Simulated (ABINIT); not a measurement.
An input for ABINIT 10.8.3 (TiO2 (Anatase)):

```
acell 3*1.0 Angstrom
rprim 
  -1.892100000000 1.892100000000 4.757300000000
  1.892100000000 -1.892100000000 4.757300000000
  1.892100000000 1.892100000000 -4.757300000000
ntypat 2
znucl 22 8
natom 6
typat 1 1 2 2 2 2
xred 
  0.000000000000 0.000000000000 0.000000000000
  0.750000000000 0.250000000000 0.500000000000
  0.208100000000 0.208100000000 0.000000000000
  0.958100000000 0.458100000000 0.500000000000
  0.541900000000 0.041900000000 0.500000000000
  0.791900000000 0.791900000000 0.000000000000
pp_dirpath "pseudos"
pseudos "Ti.upf, O.upf"
ecut 38
iscf -2
irdden 1
kptopt 0
nkpt 76
kpt 
  0.00000000 0.00000000 0.00000000
  0.00000000 0.00000000 0.06250000
  0.00000000 0.00000000 0.12500000
  0.00000000 0.00000000 0.18750000
  0.00000000 0.00000000 0.25000000
  0.00000000 0.00000000 0.31250000
  0.00000000 0.00000000 0.37500000
  0.00000000 0.00000000 0.43750000
  0.00000000 0.00000000 0.50000000
  0.03125000 0.03125000 0.46875000
  0.06250000 0.06250000 0.43750000
  0.09375000 0.09375000 0.40625000
  0.12500000 0.12500000 0.37500000
  0.15625000 0.15625000 0.34375000
  0.18750000 0.18750000 0.31250000
  0.21875000 0.21875000 0.28125000
  0.25000000 0.25000000 0.25000000
  0.21875000 0.28125000 0.21875000
  0.18750000 0.31250000 0.18750000
  0.15625000 0.34375000 0.15625000
  0.12500000 0.37500000 0.12500000
  0.09375000 0.40625000 0.09375000
  0.06250000 0.43750000 0.06250000
  0.03125000 0.46875000 0.03125000
  0.00000000 0.50000000 0.00000000
  0.00000000 0.43750000 0.00000000
  0.00000000 0.37500000 0.00000000
  0.00000000 0.31250000 0.00000000
  0.00000000 0.25000000 0.00000000
  0.00000000 0.18750000 0.00000000
  0.00000000 0.12500000 0.00000000
  0.00000000 0.06250000 0.00000000
  0.00000000 0.00000000 0.00000000
  0.06250000 0.06250000 -0.06250000
  0.12500000 0.12500000 -0.12500000
  0.18750000 0.18750000 -0.18750000
  0.25000000 0.25000000 -0.25000000
  0.31250000 0.31250000 -0.31250000
  0.37500000 0.37500000 -0.37500000
  0.43750000 0.43750000 -0.43750000
  0.50000000 0.50000000 -0.50000000
  0.47369330 0.52630670 -0.47369330
  0.44738660 0.55261340 -0.44738660
  0.42107990 0.57892010 -0.42107990
  0.39477321 0.60522679 -0.39477321
  0.36846651 0.63153349 -0.36846651
  0.34215981 0.65784019 -0.34215981
  0.31585311 0.68414689 -0.31585311
  0.28954641 0.71045359 -0.28954641
  -0.28954641 0.28954641 0.28954641
  -0.25335311 0.25335311 0.25335311
  -0.21715981 0.21715981 0.21715981
  -0.18096651 0.18096651 0.18096651
  -0.14477320 0.14477320 0.14477320
  -0.10857990 0.10857990 0.10857990
  -0.07238660 0.07238660 0.07238660
  -0.03619330 0.03619330 0.03619330
  0.00000000 0.00000000 0.00000000
  0.00000000 0.00000000 0.50000000
  -0.00988660 0.00988660 0.50000000
  -0.01977321 0.01977321 0.50000000
  -0.02965981 0.02965981 0.50000000
  -0.03954642 0.03954642 0.50000000
  -0.04943302 0.04943302 0.50000000
  -0.05931962 0.05931962 0.50000000
  -0.06920623 0.06920623 0.50000000
  -0.07909283 0.07909283 0.50000000
  0.50000000 0.50000000 -0.07909283
  0.50000000 0.50000000 -0.13170623
  0.50000000 0.50000000 -0.18431962
  0.50000000 0.50000000 -0.23693302
  0.50000000 0.50000000 -0.28954642
  0.50000000 0.50000000 -0.34215981
  0.50000000 0.50000000 -0.39477321
  0.50000000 0.50000000 -0.44738660
  0.50000000 0.50000000 -0.50000000
istwfk *1
nband 36
nbdbuf 7
tolwfr 1e-07
nstep 50
prtwf 0
prtvol 0
indata_prefix "in"
outdata_prefix "out"
tmpdata_prefix "tmp"
```

```sh
OMP_NUM_THREADS=1 mpirun -n 4 abinit run.abi > log
```

**Question.** Estimate wall time and host memory on 4 MPI ranks of Arm Neoverse V1, shared host.

It took 99 s; on shared hardware allow 49 s to 3.3 min. Peak host memory was 0.53 GiB.

[Paths, hosts, dates, memory and timing lines, banners, echoed tables and standing remarks are left out of the program output.]

[Logs are printed without paths, hosts, clocks, repeated set-up lines and the standing remarks that a program may print on its own settings, such as how far it seeks lower states.]

[Runs of the session that timed out or met a known fault of the program may be left out.]

[Hosts, paths, dates, database ids (printed as entryN), source tags and the programs' standing remarks are cut or masked in the printed files.]

[G0W0 gaps are taken among the corrected bands and points alone; a level outside them can change the order at an edge.]

[Where Ansatz stands beside ABINIT at settings called matched, ABINIT's density can come from a denser mesh and the files from another edition; pairs whose starting gaps differed by over 0.03 eV were left out, so agreement reads better than it is.]
